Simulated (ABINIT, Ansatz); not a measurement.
# Quasiparticle gap of Be3N2 (R3m) in ABINIT, part 2 of 3

How does a plane-wave GW calculation on Be3N2 (R3m) run from the first input to the gap?

ABINIT 10.8.3; LDA and many-body steps on it, plane waves. Known limits of the many-body steps: not at the basis limit.

So far. Step 2 (Ground state): The gap is indirect, with the least direct gap 1.06 eV higher.

## 3. Bands along the symmetry lines

Level of this step: DFT, LDA, plane waves, norm-conserving pseudopotentials (ABINIT).

Levels along a band path, at the cheap level, show where the edges lie and whether the meshes to come will hold them.

run.abi

```
acell 3*1.0 Angstrom
rprim 
  1.419805055509 0.819724830995 4.866215662800
  -1.419805055509 0.819724830995 4.866215662800
  -0.000000000000 -1.639449661990 4.866215662800
ntypat 2
znucl 4 7
natom 5
typat 1 1 1 2 2
xred 
  0.859001080000 0.859001080000 0.859001080000
  0.317694560000 0.317694560000 0.317694560000
  0.088806770000 0.088806770000 0.088806770000
  0.204162680000 0.204162680000 0.204162680000
  0.708434910000 0.708434910000 0.708434910000
pp_dirpath "pseudos"
pseudos "Be.upf, N.upf"
ecut 38
iscf -2
irdden 1
kptopt 0
nkpt 59
kpt 
  0.00000000 0.00000000 0.00000000
  -0.06250000 -0.06250000 -0.06250000
  -0.12500000 -0.12500000 -0.12500000
  -0.18750000 -0.18750000 -0.18750000
  -0.25000000 -0.25000000 -0.25000000
  -0.31250000 -0.31250000 -0.31250000
  -0.37500000 -0.37500000 -0.37500000
  -0.43750000 -0.43750000 -0.43750000
  -0.50000000 -0.50000000 -0.50000000
  -0.50000000 -0.46069801 -0.53930199
  -0.50000000 -0.42139603 -0.57860398
  -0.50000000 -0.38209404 -0.61790596
  -0.50000000 -0.34279205 -0.65720795
  -0.50000000 -0.30349006 -0.69650994
  -0.50000000 -0.26418808 -0.73581192
  -0.50000000 -0.22488609 -0.77511391
  -0.50000000 -0.18558410 -0.81441590
  -0.18558410 0.18558410 -0.50000000
  -0.16238609 0.16238609 -0.50000000
  -0.13918807 0.13918807 -0.50000000
  -0.11599006 0.11599006 -0.50000000
  -0.09279205 0.09279205 -0.50000000
  -0.06959404 0.06959404 -0.50000000
  -0.04639603 0.04639603 -0.50000000
  -0.02319801 0.02319801 -0.50000000
  0.00000000 0.00000000 -0.50000000
  0.00000000 0.00000000 -0.43750000
  0.00000000 0.00000000 -0.37500000
  0.00000000 0.00000000 -0.31250000
  0.00000000 0.00000000 -0.25000000
  0.00000000 0.00000000 -0.18750000
  0.00000000 0.00000000 -0.12500000
  0.00000000 0.00000000 -0.06250000
  0.00000000 0.00000000 0.00000000
  0.00000000 0.04284901 -0.04284901
  0.00000000 0.08569801 -0.08569801
  0.00000000 0.12854702 -0.12854702
  0.00000000 0.17139603 -0.17139603
  0.00000000 0.21424503 -0.21424503
  0.00000000 0.25709404 -0.25709404
  0.00000000 0.29994304 -0.29994304
  0.00000000 0.34279205 -0.34279205
  -0.34279205 0.00000000 -0.65720795
  -0.36244304 0.00000000 -0.63755696
  -0.38209404 0.00000000 -0.61790596
  -0.40174503 0.00000000 -0.59825497
  -0.42139603 0.00000000 -0.57860398
  -0.44104702 0.00000000 -0.55895298
  -0.46069801 0.00000000 -0.53930199
  -0.48034901 0.00000000 -0.51965099
  -0.50000000 0.00000000 -0.50000000
  -0.43750000 0.00000000 -0.43750000
  -0.37500000 0.00000000 -0.37500000
  -0.31250000 0.00000000 -0.31250000
  -0.25000000 0.00000000 -0.25000000
  -0.18750000 0.00000000 -0.18750000
  -0.12500000 0.00000000 -0.12500000
  -0.06250000 0.00000000 -0.06250000
  0.00000000 0.00000000 0.00000000
istwfk *1
nband 18
nbdbuf 2
tolwfr 1e-08
nstep 40
prtwf 0
prtvol 0
indata_prefix "in"
outdata_prefix "out"
tmpdata_prefix "tmp"
```

On the command line:

```sh
> OMP_NUM_THREADS=1 mpirun -n 4 abinit run.abi > log
```

Numbers of over 12 decimals in the logs are rounded to 6 here.

The program printed:

```text
.Version 10.8.3 of ABINIT. v10.8.2 released Aug 2026.

 Symmetries : space group R3 m (#160); Bravais hR (rhombohedral)
[... echo of the input left out ...]
== DATASET  1 ==================================================================
-   mpi_nproc: 4, omp_nthreads: 1 (-1 if OMP is not activated)

--- !DatasetInfo
iteration_state: {dtset: 1, }
dimensions: {natom: 5, nkpt: 59, mband: 18, nsppol: 1, nspinor: 1, nspden: 1, mpw: 2596, }
cutoff_energies: {ecut:  38.0, pawecutdg:  -1.0, }
electrons: {nelect:   2.20000000E+01, charge:   0.00000000E+00, occopt:   1.00000000E+00, tsmear:   1.00000000E-02, }

 Real(R)+Recip(G) space primitive vectors, cartesian coordinates (Bohr,Bohr^-1):
 R(1)=  2.6830427  1.5490554  9.1958149  G(1)=  0.1863556  0.1075924  0.0362484
 R(2)= -2.6830427  1.5490554  9.1958149  G(2)= -0.1863556  0.1075924  0.0362484
 R(3)=  0.0000000 -3.0981109  9.1958149  G(3)=  0.0000000 -0.2151849  0.0362484
 Unit cell volume ucvol=  2.2931687E+02 bohr^3
 Angles (23,13,12)=  3.21025619E+01  3.21025619E+01  3.21025619E+01 degrees

 getcut: wavevector=  0.0000  0.0000  0.0000  ngfft=  54  54  54
         ecut(hartree)=     38.000   => boxcut(ratio)=   2.00551

--- Pseudopotential description ------------------------------------------------
- Be Generated using ONCVPSP code by D. R. Hamann
-  4.00000   4.00000  180309                  znucl, zion, pspdat
12 -1012 1 -1 1358                            pspcod,pspxc,lmax,lloc,mmax
     nproj     2     2
  pspatm : epsatm=    2.74190561
         --- l  ekb(1:nproj) -->
             0   -6.571987   -2.339039
             1   -2.528806   -0.553493
 pspatm: atomic psp has been read  and splines computed

- N Generated using ONCVPSP code by D. R. Hamann
-  7.00000   5.00000  180309                  znucl, zion, pspdat
12 -1012 1 -1 1058                            pspcod,pspxc,lmax,lloc,mmax
     nproj     2     2
  pspatm : epsatm=    5.30777321
         --- l  ekb(1:nproj) -->
             0    7.408032    0.617798
[...]
pspatm: atomic psp has been read  and splines computed

--------------------------------------------------------------------------------

================================================================================
 prteigrs : about to open file out_EIG
 Non-SCF case, kpt    1 (  0.00000  0.00000  0.00000), residuals and eigenvalues=
  3.28E-09  4.05E-09  8.21E-09  6.15E-09  2.37E-09  7.80E-10  2.33E-09  5.55E-09
  5.79E-09  1.61E-09  2.54E-09  2.50E-09  2.45E-09  4.87E-09  7.82E-09  5.36E-09
  1.95E-09  1.54E-08
 -3.3490E+00 -3.3435E+00 -3.2990E+00 -3.7822E-01 -2.9671E-01 -6.0718E-02
  1.7390E-01  1.7390E-01  2.0138E-01  2.1804E-01  2.1804E-01  4.4352E-01
  5.0542E-01  5.1990E-01  5.1990E-01  6.1111E-01  6.4400E-01  6.4400E-01
 Non-SCF case, kpt    2 ( -0.06250 -0.06250 -0.06250), residuals and eigenvalues=
[...]
Non-SCF case, kpt   58 ( -0.06250  0.00000 -0.06250), residuals and eigenvalues=
[...]
Non-SCF case, kpt   59 (  0.00000  0.00000  0.00000), residuals and eigenvalues=
[...]
1.7390E-01  1.7390E-01  2.0138E-01  2.1804E-01  2.1804E-01  4.4352E-01
  5.0542E-01  5.1990E-01  5.1990E-01  6.1111E-01  6.4400E-01  6.4400E-01

--- !ResultsGS
iteration_state: {dtset: 1, }
comment   : Summary of ground state results
lattice_vectors:
- [  2.6830427,   1.5490554,   9.1958149, ]
- [ -2.6830427,   1.5490554,   9.1958149, ]
- [ -0.0000000,  -3.0981109,   9.1958149, ]
lattice_lengths: [   9.70367,    9.70367,    9.70367, ]
lattice_angles: [ 32.103,  32.103,  32.103, ] # degrees, (23, 13, 12)
lattice_volume:   2.2931687E+02
convergence: {deltae:  0.000E+00, res2:  0.000E+00, residm:  9.984E-09, diffor:  0.000E+00, }
etotal    :  -6.24339894E+01
entropy   :   0.00000000E+00
fermie    :   2.18036431E-01
cartesian_stress_tensor: null
pressure_GPa: null
xred      :
- [  8.5900E-01,   8.5900E-01,   8.5900E-01, Be]
- [  3.1769E-01,   3.1769E-01,   3.1769E-01, Be]
- [  8.8807E-02,   8.8807E-02,   8.8807E-02, Be]
- [  2.0416E-01,   2.0416E-01,   2.0416E-01,  N]
- [  7.0843E-01,   7.0843E-01,   7.0843E-01,  N]
cartesian_forces: null
force_length_stats: {min: null, max: null, mean: null, }

 Integrated electronic density in atomic spheres:
 ------------------------------------------------
 Atom  Sphere_radius  Integrated_density
[...]
================================================================================

 ----iterations are completed or convergence reached----

 Mean square residual over all n,k,spin=   47.602E-10; max=  99.845E-10
 reduced coordinates (array xred) for    5 atoms
[...]
0.204162680000      0.204162680000      0.204162680000
       0.708434910000      0.708434910000      0.708434910000

 cartesian coordinates (angstrom) at end:
    1      0.000000    -0.000000    12.540254
    2      0.000000    -0.000000     4.637911
    3     -0.000000     0.000000     1.296459
    4     -0.000000     0.000000     2.980499
    5      0.000000     0.000000    10.342191
 length scales=  1.889726125908  1.889726125908  1.889726125908 bohr
              =  1.000000000000  1.000000000000  1.000000000000 angstroms
 prteigrs : about to open file out_EIG
 Eigenvalues (hartree) for nkpt=  59  k points:
 kpt#   1, nband= 18, wtk=  1.00000, kpt=  0.0000  0.0000  0.0000 (reduced coord)
[...]
kpt#   2, nband= 18, wtk=  1.00000, kpt= -0.0625 -0.0625 -0.0625 (reduced coord)
[...]
kpt#   3, nband= 18, wtk=  1.00000, kpt= -0.1250 -0.1250 -0.1250 (reduced coord)
[...]
kpt#  58, nband= 18, wtk=  1.00000, kpt= -0.0625  0.0000 -0.0625 (reduced coord)
[...]
0.63282    0.65123
 kpt#  59, nband= 18, wtk=  1.00000, kpt=  0.0000  0.0000  0.0000 (reduced coord)
  -3.34903   -3.34347   -3.29904   -0.37822   -0.29671   -0.06072    0.17390    0.17390
   0.20138    0.21804    0.21804    0.44352    0.50542    0.51990    0.51990    0.61111
   0.64400    0.64400

== END DATASET(S) ==============================================================
================================================================================

 -outvars: echo values of variables after computation  --------
            nband          18
             nkpt          59
          spgroup         160
 [... the other variables as echoed above ...]

 Calculation completed.
```

Wall time 40 s (4 MPI ranks of Arm Neoverse N1, shared host); peak memory 0.32 GiB; 2.7 min of CPU time.

This step gave:

| Item | Value |
| --- | --- |
| gap | 2.731 eV |
| k of the valence top | 0, 0, 0 |
| k of the conduction bottom | -0.5, 0, -0.5 |
| least direct gap | 3.792 eV |

The gap is 2.731 eV, as in the run before at this level.

The electronic bands at the labelled points (eV, zero at the top of the highest filled band):

```tsv
point	band 8	band 9	band 10	band 11	band 12	band 13	band 14	band 15
Γ	-1.20	-0.45	0.00	0.00	6.14	7.82	8.21	8.21
halfway	-1.11	-1.11	-0.15	-0.15	6.70	8.20	8.56	8.56
T	-0.98	-0.98	-0.34	-0.34	7.02	8.80	8.98	8.98
halfway	-3.96	-2.40	-1.65	-1.28	5.81	7.56	9.55	9.95
H2	-4.74	-3.69	-3.00	-1.83	5.01	6.81	9.93	11.60
jump to H0	-4.74	-3.69	-3.00	-1.83	5.01	6.81	9.93	11.60
halfway	-4.11	-3.84	-3.36	-2.15	6.14	7.44	9.17	11.15
L	-3.69	-3.08	-3.01	-2.10	5.48	6.56	10.28	10.42
halfway	-2.82	-2.23	-1.19	-1.05	6.72	7.42	9.54	10.18
Γ	-1.20	-0.45	0.00	0.00	6.14	7.82	8.21	8.21
halfway	-3.53	-3.09	-2.06	-0.65	7.11	8.04	9.37	9.74
S0	-4.88	-3.66	-3.06	-1.88	5.07	7.12	9.36	11.95
jump to S2	-4.88	-3.66	-3.06	-1.88	5.07	7.12	9.36	11.95
halfway	-4.63	-3.32	-2.23	-1.28	3.69	7.88	8.58	9.91
F	-3.50	-3.50	-1.34	-1.06	2.73	7.64	8.89	9.50
halfway	-3.12	-2.53	-0.78	-0.76	5.97	7.72	9.42	9.79
Γ	-1.20	-0.45	0.00	0.00	6.14	7.82	8.21	8.21
```

## 4. Empty states on the mesh, 4×4×4 mesh, 45 bands

The sums over transitions need many empty states on a uniform mesh; this step solves for them.

run.abi

```
acell 3*1.0 Angstrom
rprim 
  1.419805055509 0.819724830995 4.866215662800
  -1.419805055509 0.819724830995 4.866215662800
  -0.000000000000 -1.639449661990 4.866215662800
ntypat 2
znucl 4 7
natom 5
typat 1 1 1 2 2
xred 
  0.859001080000 0.859001080000 0.859001080000
  0.317694560000 0.317694560000 0.317694560000
  0.088806770000 0.088806770000 0.088806770000
  0.204162680000 0.204162680000 0.204162680000
  0.708434910000 0.708434910000 0.708434910000
pp_dirpath "pseudos"
pseudos "Be.upf, N.upf"
ecut 38
ngkpt 4 4 4
nshiftk 1
shiftk 0 0 0
kptopt 1
chksymbreak 0
iscf -2
irdden 1
istwfk *1
nband 45
nbdbuf 4
tolwfr 1e-09
nstep 60
prtvol 0
indata_prefix "in"
outdata_prefix "out"
tmpdata_prefix "tmp"
```

The program printed:

```text
.Version 10.8.3 of ABINIT. v10.8.2 released Aug 2026.

 Symmetries : space group R3 m (#160); Bravais hR (rhombohedral)
[... echo of the input left out ...]
== DATASET  1 ==================================================================
-   mpi_nproc: 4, omp_nthreads: 1 (-1 if OMP is not activated)

--- !DatasetInfo
iteration_state: {dtset: 1, }
dimensions: {natom: 5, nkpt: 13, mband: 45, nsppol: 1, nspinor: 1, nspden: 1, mpw: 2590, }
cutoff_energies: {ecut:  38.0, pawecutdg:  -1.0, }
electrons: {nelect:   2.20000000E+01, charge:   0.00000000E+00, occopt:   1.00000000E+00, tsmear:   1.00000000E-02, }

 Real(R)+Recip(G) space primitive vectors, cartesian coordinates (Bohr,Bohr^-1):
 R(1)=  2.6830427  1.5490554  9.1958149  G(1)=  0.1863556  0.1075924  0.0362484
 R(2)= -2.6830427  1.5490554  9.1958149  G(2)= -0.1863556  0.1075924  0.0362484
 R(3)=  0.0000000 -3.0981109  9.1958149  G(3)=  0.0000000 -0.2151849  0.0362484
 Unit cell volume ucvol=  2.2931687E+02 bohr^3
 Angles (23,13,12)=  3.21025619E+01  3.21025619E+01  3.21025619E+01 degrees

 getcut: wavevector=  0.0000  0.0000  0.0000  ngfft=  54  54  54
         ecut(hartree)=     38.000   => boxcut(ratio)=   2.00551

--- Pseudopotential description ------------------------------------------------
- Be Generated using ONCVPSP code by D. R. Hamann
-  4.00000   4.00000  180309                  znucl, zion, pspdat
12 -1012 1 -1 1358                            pspcod,pspxc,lmax,lloc,mmax
     nproj     2     2
  pspatm : epsatm=    2.74190561
         --- l  ekb(1:nproj) -->
             0   -6.571987   -2.339039
             1   -2.528806   -0.553493
 pspatm: atomic psp has been read  and splines computed

- N Generated using ONCVPSP code by D. R. Hamann
-  7.00000   5.00000  180309                  znucl, zion, pspdat
12 -1012 1 -1 1058                            pspcod,pspxc,lmax,lloc,mmax
     nproj     2     2
  pspatm : epsatm=    5.30777321
         --- l  ekb(1:nproj) -->
             0    7.408032    0.617798
[...]
pspatm: atomic psp has been read  and splines computed

--------------------------------------------------------------------------------

================================================================================
 prteigrs : about to open file out_EIG
 Non-SCF case, kpt    1 (  0.00000  0.00000  0.00000), residuals and eigenvalues=
  2.55E-10  1.07E-10  8.25E-11  1.72E-10  3.75E-10  3.77E-10  3.14E-10  8.63E-10
  1.38E-10  1.40E-10  5.96E-10  5.87E-10  5.85E-10  6.31E-11  2.19E-10  5.13E-11
  8.35E-11  2.27E-10  7.23E-11  3.76E-10  8.40E-10  9.91E-11  2.48E-10  1.24E-10
[...]
3.66E-10  2.75E-09  3.14E-09  1.60E-08  7.63E-08
 -3.3490E+00 -3.3435E+00 -3.2990E+00 -3.7822E-01 -2.9671E-01 -6.0718E-02
  1.7390E-01  1.7390E-01  2.0138E-01  2.1804E-01  2.1804E-01  4.4352E-01
  5.0542E-01  5.1990E-01  5.1990E-01  6.1111E-01  6.4400E-01  6.4400E-01
  6.7589E-01  8.0391E-01  8.0391E-01  8.1612E-01  9.4448E-01  1.0105E+00
  1.0105E+00  1.0405E+00  1.0825E+00  1.0825E+00  1.2062E+00  1.2167E+00
  1.2167E+00  1.2780E+00  1.3637E+00  1.5710E+00  1.5710E+00  1.6603E+00
  1.6907E+00  1.6907E+00  1.7774E+00  1.7774E+00  1.8136E+00  1.8522E+00
[...]
prteigrs : prtvol=0 or 1, do not print more k-points.

--- !ResultsGS
iteration_state: {dtset: 1, }
comment   : Summary of ground state results
lattice_vectors:
- [  2.6830427,   1.5490554,   9.1958149, ]
- [ -2.6830427,   1.5490554,   9.1958149, ]
- [ -0.0000000,  -3.0981109,   9.1958149, ]
lattice_lengths: [   9.70367,    9.70367,    9.70367, ]
lattice_angles: [ 32.103,  32.103,  32.103, ] # degrees, (23, 13, 12)
lattice_volume:   2.2931687E+02
convergence: {deltae:  0.000E+00, res2:  0.000E+00, residm:  9.899E-10, diffor:  0.000E+00, }
etotal    :  -6.24339894E+01
entropy   :   0.00000000E+00
fermie    :   2.18036431E-01
cartesian_stress_tensor: null
pressure_GPa: null
xred      :
- [  8.5900E-01,   8.5900E-01,   8.5900E-01, Be]
- [  3.1769E-01,   3.1769E-01,   3.1769E-01, Be]
- [  8.8807E-02,   8.8807E-02,   8.8807E-02, Be]
- [  2.0416E-01,   2.0416E-01,   2.0416E-01,  N]
- [  7.0843E-01,   7.0843E-01,   7.0843E-01,  N]
cartesian_forces: null
force_length_stats: {min: null, max: null, mean: null, }

 Integrated electronic density in atomic spheres:
 ------------------------------------------------
 Atom  Sphere_radius  Integrated_density
[...]
================================================================================

 ----iterations are completed or convergence reached----

 Mean square residual over all n,k,spin=   40.933E-11; max=  98.990E-11
 reduced coordinates (array xred) for    5 atoms
[...]
0.204162680000      0.204162680000      0.204162680000
       0.708434910000      0.708434910000      0.708434910000

 cartesian coordinates (angstrom) at end:
    1      0.000000    -0.000000    12.540254
    2      0.000000    -0.000000     4.637911
    3     -0.000000     0.000000     1.296459
    4     -0.000000     0.000000     2.980499
    5      0.000000     0.000000    10.342191
 length scales=  1.889726125908  1.889726125908  1.889726125908 bohr
              =  1.000000000000  1.000000000000  1.000000000000 angstroms
 prteigrs : about to open file out_EIG
 Eigenvalues (hartree) for nkpt=  13  k points:
 kpt#   1, nband= 45, wtk=  0.01563, kpt=  0.0000  0.0000  0.0000 (reduced coord)
[...]
1.01048    1.04050    1.08249    1.08249    1.20619    1.21671    1.21671    1.27803
   1.36370    1.57095    1.57095    1.66026    1.69073    1.69073    1.77739    1.77739
   1.81357    1.85218    1.92795    1.92795    1.98026
 prteigrs : prtvol=0 or 1, do not print more k-points.

== END DATASET(S) ==============================================================
================================================================================

 -outvars: echo values of variables after computation  --------
            nband          45
             nkpt          13
          spgroup         160
 [... the other variables as echoed above ...]

 Calculation completed.
```

Elapsed: 26 s, on 4 MPI ranks; peak memory 0.3 GiB; 1.7 min of CPU time.

This step gave:

```yaml
gap: 2.731 eV
k_of_the_valence_top: 0, 0, 0
k_of_the_conduction_bottom: 0.5, 0.5, 0
least_direct_gap: 3.792 eV
k_points_computed: 13
lowest_point_of_the_top_converged_band_above_the_valence_top: 41.65 eV
```

On this mesh the gap is 2.731 eV.

## 5. Screening, 4×4×4 mesh, 41 bands, screening to 119.7 eV

The RPA dielectric matrix is built and inverted for each q.

This step: RPA screening on LDA, plane waves, norm-conserving pseudopotentials.

Edit run.abi of step 4 so:

```diff
@@ -23,10 +23,11 @@
 chksymbreak 0
-iscf -2
-irdden 1
 istwfk *1
-nband 45
-nbdbuf 4
-tolwfr 1e-09
-nstep 60
-prtvol 0
+occopt 1
+irdwfk 1
+optdriver 3
+nband 41
+ecuteps 4.4
+inclvkb 2
+awtr 1
+symchi 1
 indata_prefix "in"
```

The program printed:

```text
.Version 10.8.3 of ABINIT. v10.8.2 released Aug 2026.

 Symmetries : space group R3 m (#160); Bravais hR (rhombohedral)
[... echo of the input left out ...]
== DATASET  1 ==================================================================
-   mpi_nproc: 4, omp_nthreads: 1 (-1 if OMP is not activated)

--- !DatasetInfo
iteration_state: {dtset: 1, }
dimensions: {natom: 5, nkpt: 13, mband: 41, nsppol: 1, nspinor: 1, nspden: 1, mpw: 2590, }
cutoff_energies: {ecut:  38.0, pawecutdg:  -1.0, }
electrons: {nelect:   2.20000000E+01, charge:   0.00000000E+00, occopt:   1.00000000E+00, tsmear:   1.00000000E-02, }

 SCREENING: Calculation of the susceptibility and dielectric matrices

 Based on a program developped by R.W. Godby, V. Olevano, G. Onida, and L. Reining.
 Incorporated in ABINIT by V. Olevano, G.-M. Rignanese, and M. Torrent.
.Using double precision arithmetic ; gwpc =  8

[... cell and pseudopotentials left out ...]
--------------------------------------------------------------------------------

 ==== K-mesh for the wavefunctions ====
 Number of points in the irreducible wedge :    13
[... list of points left out ...]
 Together with  6 symmetry operations and time-reversal symmetry
 yields    64 points in the full Brillouin Zone.

 ==== Q-mesh for the screening function ====
 Number of points in the irreducible wedge :    13
[... list of points left out ...]
 Together with  6 symmetry operations and time-reversal symmetry
 yields    64 points in the full Brillouin Zone.

 setmesh: FFT mesh size selected  =    36x   36x   36
          total number of points  =        46656

 vcoul_init : cutoff-mode = AUXILIARY_FUNCTION
 q-points for optical limit:   1
     1)      0.000010    0.000020    0.000030

- screening: taking advantage of time-reversal symmetry
- Maximum band index for partially occupied states nbvw = 11
- Remaining bands to be divided among processors   nbcw = 30
- Number of bands treated by each node ~7

 Number of electrons calculated from density =   22.0000; Expected =   22.0000
 average of density, n =  0.095937
 r_s =    1.3551
 omega_plasma =   29.8778 [eV]

 calculating chi0 at frequencies [eV] :
  1    0.000000E+00    0.000000E+00
  2    0.000000E+00    2.987782E+01

--------------------------------------------------------------------------------
  q-point number  1        q = ( 0.000000, 0.000000, 0.000000) [r.l.u.]
--------------------------------------------------------------------------------
[... chi0 elements left out ...]
 For q-point:  0.000010 0.000020 0.000030
  dielectric constant =   4.7590
  dielectric constant without local fields =   5.1652

  Average fulfillment of the sum rule on Im[epsilon] for q-point    1 :     48.14  [%]
[... wings left out ...]
  q-point number  2        q = ( 0.250000, 0.000000, 0.000000) [r.l.u.]
--------------------------------------------------------------------------------
[... chi0 elements left out ...]
  Average fulfillment of the sum rule on Im[epsilon] for q-point    2 :     60.22  [%]

 [... 11 further q-points ...]
```

It took 65 s on 4 MPI ranks; peak memory 1.1 GiB.

This step gave:

```yaml
eps_infinity_with_local_fields_on_this_mesh_along_the_program_s_q_direction: 4.759
the_same_without_local_fields: 5.165
plasma_frequency: 29.88 eV
plane_waves_in_the_screening_matrix: 111
```

Local fields lower ε∞ by 8 %.

(Part 2 of 3 ends here.)

[Paths, hosts, dates, memory and timing lines, banners, echoed tables and standing remarks are left out of the program output.]

[Logs are printed without paths, hosts, clocks, repeated set-up lines and the standing remarks that a program may print on its own settings, such as how far it seeks lower states.]

[Runs of the session that timed out or met a known fault of the program may be left out.]

[Hosts, paths, dates, database ids (printed as entryN), source tags and the programs' standing remarks are cut or masked in the printed files.]

[G0W0 gaps are taken among the corrected bands and points alone; a level outside them can change the order at an edge.]

[Where Ansatz stands beside ABINIT at settings called matched, ABINIT's density can come from a denser mesh and the files from another edition; pairs whose starting gaps differed by over 0.03 eV were left out, so agreement reads better than it is.]
